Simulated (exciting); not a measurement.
# Core excitons at the Lu L₃ edge of RbLuS2, part 2 of 3

Aim: the Lu L₃ absorption edge of RbLuS2 with the electron–hole interaction treated explicitly, and what each term of the kernel does.

exciting sodium; X-ray absorption, core-level Bethe-Salpeter equation, exchange and statically screened direct term, Tamm-Dancoff, all-electron LAPW+lo LDA.

So far. Step 3 (A richer basis for the empty states): Against the first ground state the total energy moves by -5 meV an atom and the gap by 0.00 eV.

### Step 4. Screening, kernels and BSE for Lu atom 1

The absorber has 6 S at 2.72 Å (octahedral, site symmetry -3m).

Input file input.xml:

```
<input>
  <title>RbLuS2</title>
  <structure speciespath="." autormt="false" epslat="1.0e-5">
    <crystal>
      <basevect>3.7709484810 2.1771581207 14.3858550755</basevect>
      <basevect>-3.7709484810 2.1771581207 14.3858550755</basevect>
      <basevect>0.0000000000 -4.3543162411 14.3858550755</basevect>
    </crystal>
    <species speciesfile="Lu.xml" rmt="2.300">
      <atom coord="0.5000000000 0.5000000000 0.5000000000"/>
    </species>
    <species speciesfile="Rb.xml" rmt="2.464">
      <atom coord="0.0000000000 0.0000000000 0.0000000000"/>
    </species>
    <species speciesfile="S.xml" rmt="2.300">
      <atom coord="0.7697000000 0.7697000000 0.7697000000"/>
      <atom coord="0.2303000000 0.2303000000 0.2303000000"/>
    </species>
  </structure>
  <groundstate do="skip" xctype="LDA_PW" ngridk="3 3 3" rgkmax="7" gmaxvr="14" nempty="8" swidth="0.001" maxscl="100" epsengy="1e-5"/>
  <xs xstype="BSE" ngridk="3 3 3" ngridq="3 3 3" vkloff="0.097 0.273 0.493" rgkmax="7" nempty="50" gqmax="3" lmaxapwwf="5" lmaxemat="3" broad="0.08599" tevout="true">
    <energywindow intv="335.133 336.750" points="439"/>
    <screening screentype="full" nempty="77"/>
    <BSE xas="true" xasspecies="1" xasatom="1" xasedge="L3" bsetype="singlet" nstlxas="1 46"/>
    <qpointset>
      <qpoint>0 0 0</qpoint>
    </qpointset>
    <plan>
      <doonly task="xsgeneigvec"/>
      <doonly task="writepmatxs"/>
      <doonly task="scrgeneigvec"/>
      <doonly task="scrwritepmat"/>
      <doonly task="screen"/>
      <doonly task="scrcoulint"/>
    </plan>
  </xs>
</input>
```

Input file input.xml for the exchange start (cutoff and plan only):

```
  gqmax="2"
  <plan>
    <doonly task="exccoulint"/>
  </plan>
```

Input file input.xml for the last start (plan only):

```
  <plan>
    <doonly task="bse"/>
  </plan>
```

Started as:

```
> OMP_NUM_THREADS=1 mpirun -n 4 exciting
> OMP_NUM_THREADS=1 mpirun -n 4 exciting
> OMP_NUM_THREADS=4 exciting
```

Numbers of over 12 decimals in the logs are rounded to 6 here.

Output:

```text
| EXCITING SODIUM started for task xsgeneigvec ( 301)                          =
One-shot GS runs for BSE calculations
One-shot GS runs for k+qmt/2 grids
Info(xsgeneigvec): Generating eigenvectors for Q-point      1
Info(xsgeneigvec): Generation of eigenvectors finished
| EXCITING SODIUM started for task writepmatxs ( 320)                          =
Info(writepmatxs): Momentum matrix elements finished
| EXCITING SODIUM started for task scrgeneigvec ( 401)                         =
One-shot GS runs for BSE calculations
One-shot GS runs for k+qmt/2 grids
Info(xsgeneigvec): Generating eigenvectors for Q-point      1
Using screening GS parameters.
Info(xsgeneigvec): Generation of eigenvectors finished
| EXCITING SODIUM started for task scrwritepmat ( 420)                         =
Info(writepmatxs): Momentum matrix elements finished
Info(scrwritepmat): Momentum matrix elements for screening finished
| EXCITING SODIUM started for task screen ( 430)                               =
Info(screenlauncher): Calculating screening for unshifted q-grid.
Info(screenlauncher): Number of q points:       6
Info(screenlauncher): lowest (partially)  unoccupied state:     24
Info(screenlauncher): highest (partially) occupied state  :     23
Info(screenlauncher): number of occupied states considered:   23
Info(screenlauncher): number of unoccupied states considered:   78
Info(screenlauncher): Starting loop over q-points
Info(screenlauncher): Screening for unshifted q-grid finished
Info(screenlauncher): Screening finished
| EXCITING SODIUM started for task scrcoulint ( 440)                           =
Info(scrcoulintlauncher): Setting up screened Coulomb interaction matrix W.
Info(scrcoulintlauncher): Using momentum transfer vectors from list :   1 to  1
Info(scrcoulintlauncher): Calculating screened Coulomb interaction matrix W
Info(scrcoulintlauncher): Momentum transfer list index: iqmt=  1
Info(scrcoulintlauncher): Momentum transfer: vqmtl=   0.000   0.000   0.000
Info(scrcoulintlauncher): Calculating RR block of W
Info(scrcoulint): Inspecting occupations...
Info(setranges_modxs): Number of non-reduced k-points:       27
Info(setranges_modxs): Number of states considered:       74
Info(setranges_modxs): Number of (partially) occupied states:       46
Info(setranges_modxs): Highest (partially) occupied states:       23
Info(setranges_modxs): Number of (partially) unoccupied states:       51
Info(setranges_modxs): Lowest (partially) unoccupied states:       24
Info(scrcoulint): Selecting transitions...
Info(select_transitions): Inspecting transitions in the  band interval:
  lowest occupied state:   7
  highest occupied state:  10
  lowest unoccupied state:  24
  highest unoccupied state:  69
  Opening gap with a scissor of:      0.000/H      0.000/eV
Info(select_transitions): Number of participating transitions:    4968
Info(scrcoulint): Size of file SCCLI will be about     0.190699 GB
Info(scrcoulint): Using q-grid
Info(scrcoulint): Number of reduced q-points:      6
Info(scrcoulint): Number of non-reduced q-points:     27
Info(scrcoulint): Calculating W(G1,G2,qr) fourier coefficients
Info(scrcoulint): Calculating W matrix elements
Info(scrcoulintlauncher): Screened coulomb interaction finished for iqmt=   1
| EXCITING SODIUM started for task exccoulint ( 441)                           =
Info(exccoulintlauncher): Setting up exchange interaction matrix V.
Info(exccoulintlauncher): Using momentum transfer vectors from list :   1 to  1
Info(exccoulintlauncher):Calculating exchange interaction matrix V
Info(exccoulintlauncher): Momentum transfer list index: iqmt=  1
Info(exccoulintlauncher): Momentum transfer: vqmtl=   0.000   0.000   0.000
Info(exccoulintlauncher): Calculating RR block of V
Info(exccoulint): Inspecting occupations...
Info(setranges_modxs): Number of non-reduced k-points:       27
Info(setranges_modxs): Number of states considered:       74
Info(setranges_modxs): Number of (partially) occupied states:       46
Info(setranges_modxs): Highest (partially) occupied states:       23
Info(setranges_modxs): Number of (partially) unoccupied states:       51
Info(setranges_modxs): Lowest (partially) unoccupied states:       24
Info(exccoulint): Selecting transitions...
Info(select_transitions): Inspecting transitions in the  band interval:
  lowest occupied state:   7
  highest occupied state:  10
  lowest unoccupied state:  24
  highest unoccupied state:  69
  Opening gap with a scissor of:      0.000/H      0.000/eV
Info(select_transitions): Number of participating transitions:    4968
Info(exccoulint): Size of file EXCLI will be about     0.190699 GB
Info(exccoulint): Generating plane wave matrix elements for momentum transfer iqmt=   1
  Timing (in seconds)	   :     742.677
Info(exccoulint): Generating V matrix elements
Info(exccoulint): Zeroing Coulomb potential at G+qmt index:  1
Info(exccoulintlauncher): Exchange interaction finished for iqmt=   1
| EXCITING SODIUM started for task bse ( 445)                                  =
Info(bselauncher): Init time:    1.792548
Info(bselauncher): Setting up and diagonalizing BSE Hamiltonian.
Info(bselauncher): Using momentum transfer vectors from list :   1 to  1
Info(bselauncher): Distributing qmt-points over   1 processes.
Info(bselauncher): BSE type: singlet
Info(bselauncher): Momentum transfer list index: iqmt=  1
Info(bselauncher): Momentum transfer: vqmtl=   0.000   0.000   0.000
Info(bse): Inspecting occupations...
Info(setranges_modxs): Number of non-reduced k-points:       27
Info(setranges_modxs): Number of states considered:       74
Info(setranges_modxs): Number of (partially) occupied states:       46
Info(setranges_modxs): Highest (partially) occupied states:       23
Info(setranges_modxs): Number of (partially) unoccupied states:       51
Info(setranges_modxs): Lowest (partially) unoccupied states:       24
Info(select_transitions): Inspecting transitions in the  band interval:
  lowest occupied state:   7
  highest occupied state:  10
  lowest unoccupied state:  24
  highest unoccupied state:  69
  Opening gap with a scissor of:      0.000/H      0.000/eV
Info(select_transitions): Number of participating transitions:    4968
Info(bse): Selecting transitions...
Info(bse):bsegap (eV):  9131.327674
Info(bse): Assembling BSE matrix
  RR/RA blocks of global BSE-Hamiltonian:
  Size of the Hamiltonian:    4968
  Number of k-points:      27
  Distributing matrix to   1 processes
  Local matrix shape   4968 x  4968
Info(bse): max local RAM needed for BSE matrices ~     0.367776 GB
Info(setup_bse_block): Setting up RR part of hamiltonian
Info(setup_bse_block): Singlet spin state
Info(bse): Diagonalizing RR Hamiltonian (TDA)
Info(bse): Invoking Lapack routine ZHEEVR
      4968 eigen solutions found in the interval:
         i1=       1 i2=    4968
Info(bse): Writing excition energies and oscillator strengths to text file.
Info(makespectrum_dist): Making spectrum using formula for coupling with time reversed AR basis.
Info(makespectrum_dist): Using formalism for vanishing momentum transfer.
Info(writederived): Writing quantities derived from the macroscopic dielectric function.
Info(bselauncher): Spectrum finished for iqmt=  1
Info(bselauncher): All done for BSE type singlet
```

Elapsed: 24 min, on 4 MPI ranks of Arm Neoverse V1, shared host.

Wall time by task: xsgeneigvec 12 s, writepmatxs 9.8 s, scrgeneigvec 5.8 s, scrwritepmat 4.4 s, screen 3.2 min, scrcoulint 6.4 min, exccoulint 12 min, bse 59 s.

The Lu L₃ spectrum of Lu atom 1 (energy from the Kohn–Sham onset, core level to the lowest empty state found on the meshes used, 9131.33 eV; the shifted mesh sets it, since it comes nearer the band minimum than the ground-state mesh; Im ε scaled to the maximum of the singlet run; cut below the end of the band set):

```
E (eV)  Im ε
 -11.5  0.06
 -11.0  0.06
 -10.5  0.07
 -10.0  0.07
  -9.5  0.08
  -9.0  0.09
  -8.5  0.10
  -8.0  0.11
  -7.5  0.13
  -7.0  0.14
  -6.5  0.16
  -6.0  0.19
  -5.5  0.22
  -5.0  0.26
  -4.5  0.31
  -4.0  0.37
  -3.5  0.45
  -3.0  0.54
  -2.5  0.65
  -2.0  0.77
  -1.5  0.87
  -1.0  0.94
  -0.5  0.98
   0.0  1.00
   0.5  0.99
   1.0  0.95
   1.5  0.89
   2.0  0.81
   2.5  0.72
   3.0  0.65
   3.5  0.58
   4.0  0.52
   4.5  0.48
   5.0  0.45
   5.5  0.43
   6.0  0.41
   6.5  0.40
   7.0  0.39
   7.5  0.39
   8.0  0.38
   8.5  0.37
   9.0  0.36
   9.5  0.35
  10.0  0.33
  10.5  0.32
  11.0  0.31
  11.5  0.30
  12.0  0.29
  12.5  0.28
  13.0  0.27
  13.5  0.27
  14.0  0.27
  14.5  0.27
  15.0  0.27
  15.5  0.26
  16.0  0.26
  16.5  0.25
  17.0  0.24
  17.5  0.24
  18.0  0.23
  18.5  0.22
  19.0  0.22
  19.5  0.21
  20.0  0.21
  20.5  0.20
  21.0  0.19
```

Maxima (height): 0.0 eV (1.00).

The Hamiltonian has 4968 rows. The lowest groups of eigenvalues and the brightest ones, on the scale above. Core spinors bring spin-forbidden partners, so dark means forbidden by spin or by symmetry, and the shifted mesh splits states that symmetry would keep together:

```
energy (eV)  states within 10 meV  relative strength
     -1.425                     4               0.90
     -1.368                     4               0.89
     -1.235                     4               1.00
     -0.443                     4               0.12
     -0.371                     4               0.12
     -0.081                     8             0.0035
      0.408                     8               0.38
      0.794                     4               0.27
      0.872                     4               0.29
      0.991                     6               0.27
```

### Step 5. Independent particles

Edit input.xml of step 4 so:

```diff
@@ -23,3 +23,3 @@
     <screening screentype="full" nempty="77"/>
-    <BSE xas="true" xasspecies="1" xasatom="1" xasedge="L3" bsetype="singlet" nstlxas="1 46"/>
+    <BSE xas="true" xasspecies="1" xasatom="1" xasedge="L3" bsetype="IP" nstlxas="1 46"/>
     <qpointset>
@@ -28,8 +28,3 @@
     <plan>
-      <doonly task="xsgeneigvec"/>
-      <doonly task="writepmatxs"/>
-      <doonly task="scrgeneigvec"/>
-      <doonly task="scrwritepmat"/>
-      <doonly task="screen"/>
-      <doonly task="scrcoulint"/>
+      <doonly task="bse"/>
     </plan>
```

Started as:

```
> OMP_NUM_THREADS=4 exciting
```

Output:

```text
| EXCITING SODIUM started for task bse ( 445)                                  =
Info(bselauncher): Init time:    1.798050
Info(bselauncher): Setting up and diagonalizing BSE Hamiltonian.
Info(bselauncher): Using momentum transfer vectors from list :   1 to  1
Info(bselauncher): Distributing qmt-points over   1 processes.
Info(bselauncher): BSE type: IP
Info(bselauncher): Momentum transfer list index: iqmt=  1
Info(bselauncher): Momentum transfer: vqmtl=   0.000   0.000   0.000
Info(bse): Inspecting occupations...
Info(setranges_modxs): Number of non-reduced k-points:       27
[...]
highest unoccupied state:  69
  Opening gap with a scissor of:      0.000/H      0.000/eV
Info(select_transitions): Number of participating transitions:    4968
Info(bse): Selecting transitions...
Info(bse):bsegap (eV):  9131.327674
Info(bse): IP requested, nothing much to do
Info(bse): Writing excition energies and oscillator strengths to text file.
Info(makespectrum_dist): Making spectrum using formula for coupling with time reversed AR basis.
Info(makespectrum_dist): Using formalism for vanishing momentum transfer.
Info(writederived): Writing quantities derived from the macroscopic dielectric function.
Info(bselauncher): Spectrum finished for iqmt=  1
Info(bselauncher): All done for BSE type IP
```

It took 3 s on 4 threads.

Maxima (height): 3.6 eV (0.83). Against the singlet run the r.m.s. difference is 54 %. Moving the earlier curve by +3.8 eV leaves 15 %. The highest maximum lies at 3.6 eV (0.83), against 0.0 eV (1.00).

### Step 6. Exchange alone

Edit input.xml of step 5 so:

```diff
@@ -23,3 +23,3 @@
     <screening screentype="full" nempty="77"/>
-    <BSE xas="true" xasspecies="1" xasatom="1" xasedge="L3" bsetype="IP" nstlxas="1 46"/>
+    <BSE xas="true" xasspecies="1" xasatom="1" xasedge="L3" bsetype="RPA" nstlxas="1 46"/>
     <qpointset>
```

Started as:

```
> OMP_NUM_THREADS=4 exciting
```

Output:

```text
| EXCITING SODIUM started for task bse ( 445)                                  =
Info(bselauncher): Init time:    1.799034
Info(bselauncher): Setting up and diagonalizing BSE Hamiltonian.
Info(bselauncher): Using momentum transfer vectors from list :   1 to  1
Info(bselauncher): Distributing qmt-points over   1 processes.
Info(bselauncher): BSE type: RPA
Info(bselauncher): Momentum transfer list index: iqmt=  1
Info(bselauncher): Momentum transfer: vqmtl=   0.000   0.000   0.000
Info(bse): Inspecting occupations...
Info(setranges_modxs): Number of non-reduced k-points:       27
[...]
Info(setup_bse_block): Setting up RR part of hamiltonian
Info(setup_bse_block): Using RPA approximation
Info(bse): Diagonalizing RR Hamiltonian (TDA)
Info(bse): Invoking Lapack routine ZHEEVR
      4968 eigen solutions found in the interval:
         i1=       1 i2=    4968
Info(bse): Writing excition energies and oscillator strengths to text file.
Info(makespectrum_dist): Making spectrum using formula for coupling with time reversed AR basis.
Info(makespectrum_dist): Using formalism for vanishing momentum transfer.
Info(writederived): Writing quantities derived from the macroscopic dielectric function.
Info(bselauncher): Spectrum finished for iqmt=  1
Info(bselauncher): All done for BSE type RPA
```

Wall time 60 s (4 threads).

Maxima (height): 3.6 eV (0.83). The spectrum is that of the independent-particle run within 1 %.

### Step 7. Broadening

Changed against the first singlet run: half width (eV) from 2.34 to 0.58.

Edit input.xml of step 6 so:

```diff
@@ -20,6 +20,6 @@
   <groundstate do="skip" xctype="LDA_PW" ngridk="3 3 3" rgkmax="7" gmaxvr="14" nempty="8" swidth="0.001" maxscl="100" epsengy="1e-5"/>
-  <xs xstype="BSE" ngridk="3 3 3" ngridq="3 3 3" vkloff="0.097 0.273 0.493" rgkmax="7" nempty="50" gqmax="3" lmaxapwwf="5" lmaxemat="3" broad="0.08599" tevout="true">
+  <xs xstype="BSE" ngridk="3 3 3" ngridq="3 3 3" vkloff="0.097 0.273 0.493" rgkmax="7" nempty="50" gqmax="3" lmaxapwwf="5" lmaxemat="3" broad="0.02131" tevout="true">
     <energywindow intv="335.133 336.750" points="439"/>
     <screening screentype="full" nempty="77"/>
-    <BSE xas="true" xasspecies="1" xasatom="1" xasedge="L3" bsetype="RPA" nstlxas="1 46"/>
+    <BSE xas="true" xasspecies="1" xasatom="1" xasedge="L3" bsetype="singlet" nstlxas="1 46"/>
     <qpointset>
```

Started as:

```
> OMP_NUM_THREADS=4 exciting
```

Output:

```text
| EXCITING SODIUM started for task bse ( 445)                                  =
Info(bselauncher): Init time:    1.798828
Info(bselauncher): Setting up and diagonalizing BSE Hamiltonian.
Info(bselauncher): Using momentum transfer vectors from list :   1 to  1
Info(bselauncher): Distributing qmt-points over   1 processes.
Info(bselauncher): BSE type: singlet
Info(bselauncher): Momentum transfer list index: iqmt=  1
Info(bselauncher): Momentum transfer: vqmtl=   0.000   0.000   0.000
Info(bse): Inspecting occupations...
[...]
Info(setup_bse_block): Setting up RR part of hamiltonian
Info(setup_bse_block): Singlet spin state
Info(bse): Diagonalizing RR Hamiltonian (TDA)
Info(bse): Invoking Lapack routine ZHEEVR
      4968 eigen solutions found in the interval:
         i1=       1 i2=    4968
Info(bse): Writing excition energies and oscillator strengths to text file.
Info(makespectrum_dist): Making spectrum using formula for coupling with time reversed AR basis.
Info(makespectrum_dist): Using formalism for vanishing momentum transfer.
Info(writederived): Writing quantities derived from the macroscopic dielectric function.
Info(bselauncher): Spectrum finished for iqmt=  1
Info(bselauncher): All done for BSE type singlet
```

Run time: 62 s. Hardware: 4 threads.

Against the singlet run the r.m.s. difference is 57 %. The highest maximum lies at -1.3 eV (2.16), against 0.0 eV (1.00). Only the width of each line changes; the area stays. A table step wider than the lines misses their tops.

```
E (eV)  first run  this run
 -11.0       0.06      0.02
 -10.0       0.07      0.02
  -9.0       0.09      0.02
  -8.0       0.11      0.03
  -7.0       0.14      0.04
  -6.0       0.19      0.05
  -5.0       0.26      0.08
  -4.0       0.37      0.14
  -3.0       0.54      0.29
  -2.0       0.77      1.00
  -1.0       0.94      1.81
   0.0       1.00      1.43
   1.0       0.95      1.79
   2.0       0.81      0.92
   3.0       0.65      0.56
   4.0       0.52      0.36
   5.0       0.45      0.31
   6.0       0.41      0.34
   7.0       0.39      0.39
   8.0       0.38      0.42
   9.0       0.36      0.39
  10.0       0.33      0.33
  11.0       0.31      0.30
  12.0       0.29      0.24
  13.0       0.27      0.22
  14.0       0.27      0.29
  15.0       0.27      0.31
  16.0       0.26      0.29
  17.0       0.24      0.25
  18.0       0.23      0.22
  19.0       0.22      0.21
  20.0       0.21      0.23
  21.0       0.19      0.22
```

(Continued in part 3 of 3.)

[Banner, clock and machine lines of the logs are left out without a mark of their own.]

[Logs are printed without paths, hosts, clocks, repeated set-up lines and the standing remarks that a program may print on its own settings, such as how far it seeks lower states.]

[Hosts, paths, dates, database ids (printed as entryN), source tags and the programs' standing remarks are cut or masked in the printed files.]
